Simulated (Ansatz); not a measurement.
# Lattice dynamics of BiSb (model cell, started as NiAs type)

Wanted: vibrations and spectra of BiSb (model cell, started as NiAs type); the cell is already relaxed. After the zone centre comes a 2×2×1 q mesh on a 10×10×6 k mesh.

Program: Ansatz 0.2.0. Level of theory: DFT PBEsol, scalar-relativistic, plane waves, PAW. Results are calculated unless marked as measured.

The structure was built from a prototype and need not be the compound's stable phase.

## Step 1: The starting structure

The structure is hexagonal, space group P6_3/mmc (No. 194). Conventional cell: a = 4.349 Å, b = 4.349 Å, c = 7.722 Å, α = 90.00°, β = 90.00°, γ = 120.00°. Bi has 6 Sb at 3.17 Å nearest. Nearest to Sb lie 6 Bi at 3.17 Å. Farther neighbours are not listed.

## Step 2: Zone-centre response

The cell comes from relaxations at this level that are not shown. The zone centre comes first: it holds the modes that light can see, as far as symmetry allows. No field response is asked, since the mesh shows no gap.

Input file input.yaml:

```yaml
crystal:
  lattice:
    - [4.3494389625, 0.0, 0.0]
    - [-2.1747194812, 3.7667246338, 0.0]
    - [0.0, 0.0, 7.7221516649]
  atoms:
    - { symbol: Bi, position: [0.0, 0.0, 0.0] }
    - { symbol: Bi, position: [0.0, 0.0, 0.5] }
    - { symbol: Sb, position: [0.3333333333, 0.6666666667, 0.25] }
    - { symbol: Sb, position: [0.6666666667, 0.3333333333, 0.75] }
kpoints:
  mp_grid: { grid: [10, 10, 6] }
hamiltonian:
  xc: pbesol
scf:
  occupations: { method: methfessel_paxton, width: 0.15 }
output:
  eigenvalues: true
phonons:
  method: dfpt
```

Command:

```
$ ansatz run input.yaml --threads 4 --pin off --max-ram 7168MiB --backend cpu --events-out ev --progress --plain --runs-dir out
```

Numbers of over 12 decimals in the logs are rounded to 6 here.

Log:

```text
Engine: ansatz 0.2.0, aarch64-unknown-linux-gnu
Pseudopotentials: kind: paw
Pseudopotential: Bi, paw, valence charge 15, recommended cutoff 420 eV (normal), Bi.paw.azcp
Pseudopotential: Sb, paw, valence charge 15, recommended cutoff 420 eV (normal), Sb.paw.azcp
Functional definition: PBEsol
  exchange = pbesol_x
  correlation = pbesol_c
Crystal: 4 atoms, lattice volume = 126.513 Å³
Basis set: ecut = 420 eV, 2467 PW (Γ), exchange–correlation on 60×60×108 points (8 copies of the dense FFT grid, shifted against one another)
Bands: 36, of which v1, the nominal top of the filled ones, is band 30 counted from 1 (29 counted from 0)
Symmetry: 24 space group operations
k-points: 172 of 600 (irreducible under 2 space group operations, time reversal used)
Non-local potential: Bi, projectors of the file, l = 0: 2, l = 1: 2, l = 2: 2, l = 3: 2
Non-local potential: Sb, projectors of the file, l = 0: 2, l = 1: 2, l = 2: 2, l = 3: 2
PAW form: soft (Blöchl's): semilocal exchange-correlation on the pseudo side does not see the compensation charge
PAW frozen core: Bi, regenerated for the run's functional, and the local potential with it (the file was generated under x = pbe(κ = 0.804, μ = 0.219515), c = pbe(β = 0.066725))
PAW frozen core: Sb, regenerated for the run's functional, and the local potential with it (the file was generated under x = pbe(κ = 0.804, μ = 0.219515), c = pbe(β = 0.066725))
PAW one-centre angular grid: Bi, 590 points (default); XC on 64 Gauss nodes
PAW one-centre angular grid: Sb, 590 points (default); XC on 64 Gauss nodes
Initial density: superposition of atomic densities (neutral atoms: chi_scale 0, normalization atom), corrected by the library's trained network
Initial wavefunctions: pseudopotential atomic-orbital guess
Functional: x = pbesol(κ = 0.804, μ = 0.123457), c = pbesol(β = 0.046)
SCF iter   1: F=—  HF=-37299.877902 eV  |F-HF|=—  |Δ(HF+E_count)|=         —  Δρ=2.18e-3  dr2=5.55e-3  ethr=1.77e-3  ⟨swp⟩=6.4  Hψ=25406  notcnv=0
preconditioner: auto → Kerker (q_TF=auto, 2.409 Å⁻¹)  [metal: Δε(μ)=0.007 eV  Ē_g=7.969 eV  σ=0.150 eV  W_gap=0.04  n_scr=34 (ndim 8)  ℏωp=14.8 eV  f_vac=0.000  D(μ)=2.26/eV (n_scr^D=10)]
SCF iter   2: F=—  HF=-37299.874180 eV  |F-HF|=—  |Δ(HF+E_count)|=   3.72e-3  S|Δr|=    0.00e0  Δρ=1.48e-3  dr2=2.29e-3  ethr=9.25e-6  ⟨swp⟩=2.2  Hψ=11252  notcnv=0
SCF iter   3: F=—  HF=-37299.874174 eV  |F-HF|=—  |Δ(HF+E_count)|=   5.82e-6  S|Δr|=    0.00e0  Δρ=7.49e-4  dr2=4.05e-4  ethr=3.82e-6  ⟨swp⟩=2.0  Hψ=11174  notcnv=0
SCF iter   4: F=—  HF=-37299.873918 eV  |F-HF|=—  |Δ(HF+E_count)|=   2.56e-4  S|Δr|=    0.00e0  Δρ=2.22e-4  dr2=3.96e-5  ethr=6.76e-7  ⟨swp⟩=2.0  Hψ=11163  notcnv=0
SCF iter   5: F=—  HF=-37299.873907 eV  |F-HF|=—  |Δ(HF+E_count)|=   1.13e-5  S|Δr|=    0.00e0  Δρ=3.76e-5  dr2=2.20e-6  ethr=6.59e-8  ⟨swp⟩=2.0  Hψ=11142  notcnv=0
SCF iter   6: F=—  HF=-37299.873903 eV  |F-HF|=—  |Δ(HF+E_count)|=   4.25e-6  S|Δr|=    0.00e0  Δρ=1.55e-5  dr2=2.56e-7  ethr=3.67e-9  ⟨swp⟩=2.0  Hψ=11000  notcnv=0
SCF iter   7: F=—  HF=-37299.873903 eV  |F-HF|=—  |Δ(HF+E_count)|=   9.48e-8  S|Δr|=    0.00e0  Δρ=3.13e-6  dr2=1.69e-8  ethr=4.26e-10  ⟨swp⟩=2.0  Hψ=11181  notcnv=0
SCF iter   8: F=—  HF=-37299.873903 eV  |F-HF|=—  |Δ(HF+E_count)|=   2.25e-9  S|Δr|=    0.00e0  Δρ=1.57e-6  dr2=3.08e-9  ethr=2.81e-11  ⟨swp⟩=2.0  Hψ=7776  notcnv=0
SCF iter   9: F=—  HF=-37299.873903 eV  |F-HF|=—  |Δ(HF+E_count)|=  4.51e-10  S|Δr|=    0.00e0  Δρ=6.98e-7  dr2=4.21e-10  ethr=5.14e-12  ⟨swp⟩=2.0  Hψ=11194  notcnv=0
SCF iter  10: F=—  HF=-37299.873903 eV  |F-HF|=—  |Δ(HF+E_count)|=  2.04e-10  S|Δr|=    0.00e0  Δρ=1.33e-7  dr2=1.67e-11  ethr=1.00e-12  ⟨swp⟩=2.0  Hψ=10383  notcnv=0
SCF iter  11: F=-37299.873903 eV  HF=-37299.873903 eV  |F-HF|=0.00e0  |Δ(HF+E_count)|=  1.46e-11  S|Δr|=    0.00e0  Δρ=1.27e-8  dr2=1.34e-13  ethr=1.00e-12  ⟨swp⟩=9.9  Hψ=32740  notcnv=0
SCF 1 converged in 11 iterations: F = -37299.873903 eV  dr2 = 1.34e-13
  greatest PAW one-centre occupation: 0.996 electrons in one spin orbital (limit 2), on the Sb atom at site 3 (counted from 0), in its partial waves of l = 2
DFPT response loops at Γ: preconditioner auto → Kerker (q_TF=auto, 2.409 Å⁻¹) (partly filled bands, converged f_vac=0.000); β = 1.00, the filter's whole step (`scf.mixing.beta` (0.50) is not read by the response loops under this deck's `scf.mixing.preconditioner`; to damp them name `kerker` or `kerker_dos`, under which they read `scf.mixing.beta`, and type it under 1.00, their step now; both keys bind the ground state too); Broyden in place of MSR1
SCF converged after 11 iterations
Stability not checked: this state was not tested for a lower state beside it, because cold or Methfessel-Paxton smearing, or corrected tetrahedra, fill the levels in a way that the test cannot read (fill_not_monotonic; see scf.lower_state_search)
Free energy (F): -37299.873903 eV
Harris-Foulkes:  -37299.873903 eV  (|F-HF|=0.00e0)
Internal energy: -37299.870236 eV  (E = F + TS)
E sigma→0 (E₀):  -37299.872986 eV
Entropy (-TS):   -0.003667 eV (-0.917 meV/atom)
Fermi energy:    10.151993 eV
--- Per-component energies (eV) ---
  E_band       = -535.523144
  E_kinetic    = 1019.954897
  E_local      = -6201.001014  (includes V_loc(G=0)·N_el)
  E_nonlocal   = 1852.626055
  E_hartree    = 2418.679708
  E_xc         = -575.992729
  E_vxc        = -482.088631  (∫ρ·V_xc dr)
  E_paw        = -30018.042050  (= ΣΔE_a)
  E_vpaw       = -1562.372925  (= ΣTr[D̂ρ^β])
  E_aug_tail   = -0.000929  (compensation charges beyond the density's cutoff)
  E_ewald      = -5796.937392
  E_core_change = 0.843218  (= ΣΔE_core)
  E_smearing   = -0.003667  (= −TS)
  E_closure    = 0.000000  (closes the sum)
  Σ components = -37299.873903   (vs F -37299.873903, Δ=0.00e0)
--- Band table (eV; the first three rows and the last of 172) ---
  k-point 0: bands = [... 26 lower, 8.6370, 10.0613, 10.0613, 10.1742, 10.5387, 10.8589, 10.8589, 12.5074, ... 2 higher]
  k-point 1: bands = [... 26 lower, 8.6971, 9.7455, 9.8603, 9.8603, 11.0320, 11.0492, 11.0492, 12.3963, ... 2 higher]
  k-point 2: bands = [... 26 lower, 8.8728, 9.2508, 9.4980, 9.4980, 11.3975, 11.3975, 11.7148, 12.1185, ... 2 higher]
  k-point 171: bands = [... 26 lower, 6.8686, 7.3625, 8.4600, 9.2579, 11.1951, 11.7909, 12.7941, 13.4779, ... 2 higher]
--- Phonons (Γ-DFPT): 4 representative perturbations + reference, on 172 of 600 k-points (Σ response iterations 12) ---
  k mesh reduced under 2 symmetry operations, with k and −k counted as one. Each operation leaves every solved perturbation unchanged. A smaller set is not used because it would not reduce the number of displacements times k-points to solve
  ASR residual: 2.570e-5 → 0.000e0 eV/Å²; symmetrization residual: 9.700e-5 eV/Å²
  ASR residual per site (eV/Å²): 2.12e-5 2.12e-5 2.57e-5 2.57e-5
  Γ frequencies (cm⁻¹): -76.92 0.00 0.00 0.00 45.60 45.60 89.34 89.34 102.06 102.06 103.89 122.65
  non-analytic LO–TO correction: not included (Born effective charges unavailable; polar crystals: no LO–TO splitting at Γ)
```

It took 1.8 min on 4 threads of Arm Neoverse V2, shared host; peak memory 2.8 GiB.

The column dr2 measures how far the density is from self-consistency, as an energy; F and HF (Harris–Foulkes) agree once it is small.

Numbers from this step:

* volume per atom: 31.63 Å³
* gap on the k-mesh: 0 eV
* sum-rule residual before enforcement: 2.57e-5 eV/Å²
* point group: 6/mmm
* highest optical mode at the zone centre (no LO-TO term): 122.7 cm⁻¹
* lowest optical zone-centre mode: -76.92 cm⁻¹

Patterns of degenerate modes are one choice out of their space. Modes at Γ, with each element's share of the kinetic energy (negative means imaginary):

```tsv
mode	frequency (cm⁻¹)	symmetry	Bi %	Sb %
1	-76.9	A2u	37	63
2	0.0	acoustic	63	37
3	0.0	acoustic	63	37
4	0.0	acoustic	63	37
5	45.6	E2u	100	0
6	45.6	E2u	100	0
7	89.3	E1u	37	63
8	89.3	E1u	37	63
9	102.1	E2g	0	100
10	102.1	E2g	0	100
11	103.9	B2u	100	0
12	122.7	B1g	0	100
```

Displacements in mode 1 (-76.9 cm⁻¹), the largest set to 1:
```
Bi1  0.00  0.00 -0.58
Bi2  0.00  0.00 -0.58
Sb3  0.00  0.00  1.00
Sb4  0.00  0.00  1.00
```

Displacements in mode 7 (89.3 cm⁻¹), the largest set to 1:
```
Bi1  0.00 -0.58  0.00
Bi2  0.00 -0.58  0.00
Sb3  0.00  1.00  0.00
Sb4  0.00  1.00  0.00
```

Before it was imposed, the acoustic sum rule was missed by 2.6e-5 eV/Å². Small misses are needed for a sound result but don't prove that mesh and cutoff are converged. The lowest optical mode is imaginary, 76.9i cm⁻¹, so the energy falls along it.

## Step 3: The dispersion

The mesh has a single point along some directions, so zone-edge points there are not solved. Linear response on a 2×2×1 q mesh gives force constants as far as a supercell of that size would.

Edit input.yaml of step 2 so:

```diff
@@ -20 +20,9 @@
   method: dfpt
+  qmesh: [2, 2, 1]
+  temperatures: { t_max: 1000, t_step: 50 }
+  qpath:
+    path:
+      - [[0.0, 0.0, 0.0], [0.5, 0.0, 0.0], [0.33333333, 0.33333333, 0.0], [0.0, 0.0, 0.0], [0.0, 0.0, 0.5], [0.5, 0.0, 0.5], [0.33333333, 0.33333333, 0.5], [0.0, 0.0, 0.5]]
+      - [[0.5, 0.0, 0.5], [0.5, 0.0, 0.0]]
+      - [[0.33333333, 0.33333333, 0.5], [0.33333333, 0.33333333, 0.0]]
+    npoints: 10
```

Log:

```text
[...]
Crystal: 4 atoms, lattice volume = 126.513 Å³
Basis set: ecut = 420 eV, 2467 PW (Γ), exchange–correlation on 60×60×108 points (8 copies of the dense FFT grid, shifted against one another)
Bands: 36, of which v1, the nominal top of the filled ones, is band 30 counted from 1 (29 counted from 0)
[... 1 set-up line as in the run before ...]
k-points: 56 of 600
[...]
SCF iter   1: F=—  HF=-37299.878275 eV  |F-HF|=—  |Δ(HF+E_count)|=         —  Δρ=2.16e-3  dr2=5.50e-3  ethr=1.77e-3  ⟨swp⟩=6.4  Hψ=8196  notcnv=0
[...]
SCF iter  11: F=-37299.873903 eV  HF=-37299.873903 eV  |F-HF|=1.46e-11  |Δ(HF+E_count)|=  2.91e-11  S|Δr|=    0.00e0  Δρ=2.48e-8  dr2=4.43e-13  ethr=1.00e-12  ⟨swp⟩=9.6  Hψ=10506  notcnv=0
SCF 1 converged in 11 iterations: F = -37299.873903 eV  dr2 = 4.43e-13
[...]
phonons: the bands overlap, so this run is a metal and interpolates without the dipole-dipole term. If the crystal is really an insulator or semiconductor, its LO-TO splitting is missing
NSCF: frozen V_eff on 56 k-points
[...]
DFPT response loops at q = (0, 0, 0) (fractional): preconditioner auto → Kerker (q_TF=auto, 2.409 Å⁻¹) (partly filled bands, converged f_vac=0.000); β = 1.00, the filter's whole step (`scf.mixing.beta` (0.50) is not read by the response loops under this deck's `scf.mixing.preconditioner`; to damp them name `kerker` or `kerker_dos`, under which they read `scf.mixing.beta`, and type it under 1.00, their step now; both keys bind the ground state too); Broyden in place of MSR1
[...]
SCF converged after 11 iterations
[...]
Free energy (F): -37299.873903 eV
[...]
Internal energy: -37299.870236 eV  (E = F + TS)
E sigma→0 (E₀):  -37299.872986 eV
Entropy (-TS):   -0.003667 eV (-0.917 meV/atom)
Fermi energy:    10.151993 eV
[...]
--- Band table (eV; the first three rows and the last of 56) ---
  k-point 0: bands = [... 26 lower, 8.6370, 10.0613, 10.0613, 10.1742, 10.5387, 10.8589, 10.8589, 12.5074, ... 2 higher]
  k-point 1: bands = [... 26 lower, 8.6971, 9.7455, 9.8603, 9.8603, 11.0320, 11.0492, 11.0492, 12.3963, ... 2 higher]
  k-point 2: bands = [... 26 lower, 8.8728, 9.2508, 9.4980, 9.4980, 11.3975, 11.3975, 11.7148, 12.1185, ... 2 higher]
  k-point 55: bands = [... 26 lower, 7.1988, 7.1988, 9.1203, 9.1203, 9.8438, 9.8438, 13.6959, 13.6959, ... 2 higher]
--- Phonons (Γ-DFPT): 4 representative perturbations + reference (Σ response iterations 12) ---
  ASR residual: 3.929e-5 → 0.000e0 eV/Å²; symmetrization residual: 6.076e-5 eV/Å²
  ASR residual per site (eV/Å²): 2.74e-5 2.74e-5 3.93e-5 3.93e-5
[...]
--- Phonons (arbitrary-q DFPT): 2 irreducible q on the 2×2×1 mesh ---
  q = [0.0000, 0.0000, 0.0000] (star 1, of the zone-centre solve; hermiticity 2.44e-5, symmetrization 1.31e-10): -76.92 -0.00 0.00 0.00 45.60 45.60 89.34 89.34 102.06 102.06 103.89 122.65
  q = [0.0000, -0.5000, 0.0000] (star 3, 6 solved perturbations in 888 linear systems a pass and spin channel, the states on 172 of 600 k-point pairs; hermiticity 1.96e-5, symmetrization 3.16e-10): -34.77 11.60 15.50 39.01 64.00 65.06 83.14 84.41 98.79 105.45 105.98 106.19
  sum rule: each row above includes the acoustic sum rule's correction from the zone centre's row sums; it moved no ω² by more than (0.30 cm⁻¹)²
  mesh force constants: q→R imaginary residual 2.21e-17; ASR residual 3.929e-5 → 0.000e0 eV/Å²; symmetrization residual 3.997e-15 eV/Å²
  interpolated dispersion: 93 rows × 12 modes
  density of states and harmonic sums: on the 16×16×8 q-mesh, interpolated from the force constants of a 2×2×1 supercell (no non-analytic term)
  largest difference from the sums on the solved wave vectors: F 2.54e-1 eV, S 3.80e-4 and C_V 1.27e-4 eV/K
  zero-point energy: 0.051152 eV/cell   skipped modes (ω ≤ 0): 53, of them read as no rigid motion or as one in doubt: 50 (2.891e-1 modes/cell left out, lowest -76.92 cm⁻¹)   left out of the sums: 2.42e-2 of the cell's modes: C_V's classical limit lies that fraction below 3 k_B per atom; for a crystal, a wire or a layer, F and S can be off by more, and a phonons.interpolated_qmesh denser along its periods is the remedy for the sampling
```

The job ended after 3.2 min (4 threads; peak memory 2.2 GiB; 13 min of CPU time).

This step gave:

```yaml
sum_rule_residual_before_enforcement: 3.93e-5 eV/Å²
lowest_mode_on_the_q_mesh_acoustic_modes_at_gamma_apart: -76.92 cm⁻¹
highest_frequency_at_a_solved_wavevector_no_lo_to_term_at_gamma: 122.7 cm⁻¹
```

Frequencies (cm⁻¹) solved at each irreducible wavevector; negative means imaginary. Frequencies by wavevector, by row:

```tsv
q in reciprocal lattice units	star	mode 1	mode 2	mode 3	mode 4	mode 10	mode 11	mode 12
0 0 0	1	-76.9	0	0	0	102.1	103.9	122.7
0 -0.5 0	3	-34.8	11.6	15.5	39	105.5	106	106.2
```

Symmetry leaves 2 wavevectors to solve. The lowest mode among them, the acoustic zeros apart, lies at Γ and is imaginary, 76.9i cm⁻¹, so the energy falls along it.

## Step 4: Another isotope

An isotope changes the mass and not the force constants, so no new electronic calculation is needed; the shifts show which modes move this element.

The same force constants with the mass of Sb changed from 121.760 to 122.904 u (phonopy, no LO-TO term). Both lists are sorted by frequency; levels can cross, so a row need not hold one and the same mode. Modes under 3 cm⁻¹ are left out. Isotope shifts, by row:

```tsv
q	rank	natural mass (cm⁻¹)	changed mass (cm⁻¹)
0 0 0	1	-76.92	-76.7
0 0 0	5	45.6	45.6
0 0 0	6	45.6	45.6
0 0 0	7	89.34	89.08
0 0 0	8	89.34	89.08
0 0 0	9	102.1	101.6
0 0 0	10	102.1	101.6
0 0 0	11	103.9	103.9
0 0 0	12	122.7	122.1
0 -0.5 0	1	-34.77	-34.65
0 -0.5 0	2	11.6	11.59
0 -0.5 0	3	15.5	15.49
0 -0.5 0	4	39.01	38.96
0 -0.5 0	5	64	64
0 -0.5 0	6	65.06	65.06
0 -0.5 0	7	83.14	82.84
0 -0.5 0	8	84.41	84.33
0 -0.5 0	9	98.79	98.32
0 -0.5 0	10	105.5	105
0 -0.5 0	11	106	105.5
0 -0.5 0	12	106.2	105.9
```

A mode of this element alone would shift by -0.47 %. The highest zone-centre frequency without the field goes from 122.7 to 122.1 cm⁻¹ (-0.5 %).

## Step 5: Outcome

| Quantity | Value |
| --- | --- |
| space group (within 0.01 Å) | P6_3/mmc |
| volume per atom | 31.6 Å³ |
| electronic character | no gap on this mesh |
| highest optical mode at the zone centre (no LO-TO term) | 123 cm⁻¹ |
| lowest optical zone-centre mode | -76.9 cm⁻¹ |
| lowest mode on the q mesh (acoustic modes at Γ apart) | -76.9 cm⁻¹ |
| imaginary modes on the 2×2×1 q mesh | yes |

**Reading.** Modes are clearly imaginary (beyond 10i cm⁻¹) at 2 of the 2 irreducible wavevectors, most at Γ (76.9i cm⁻¹), so this structure is not a minimum of the energy. The optical modes at Γ span -77 to 123 cm⁻¹ (negative means imaginary). The highest mode in this list at Γ, 122.7 cm⁻¹, is mostly motion of Sb (100 % of the kinetic energy). The q mesh is too sparse to interpolate, so only the solved wavevectors are given. With no gap, or one that is small against the smearing, the frequencies hang on the k mesh and the smearing, most of all near Kohn anomalies. Spin-orbit coupling is left out, which can matter for the heavy elements here. The starting cell was built on a prototype and not taken from a measurement, so the phase need not exist. These are harmonic frequencies at zero temperature: anharmonic shifts, linewidths and thermal expansion are left out.

[Logs are printed without paths, hosts, clocks, repeated set-up lines and the standing remarks that a program may print on its own settings, such as how far it seeks lower states.]

[Hosts, paths, dates, database ids (printed as entryN), source tags and the programs' standing remarks are cut or masked in the printed files.]
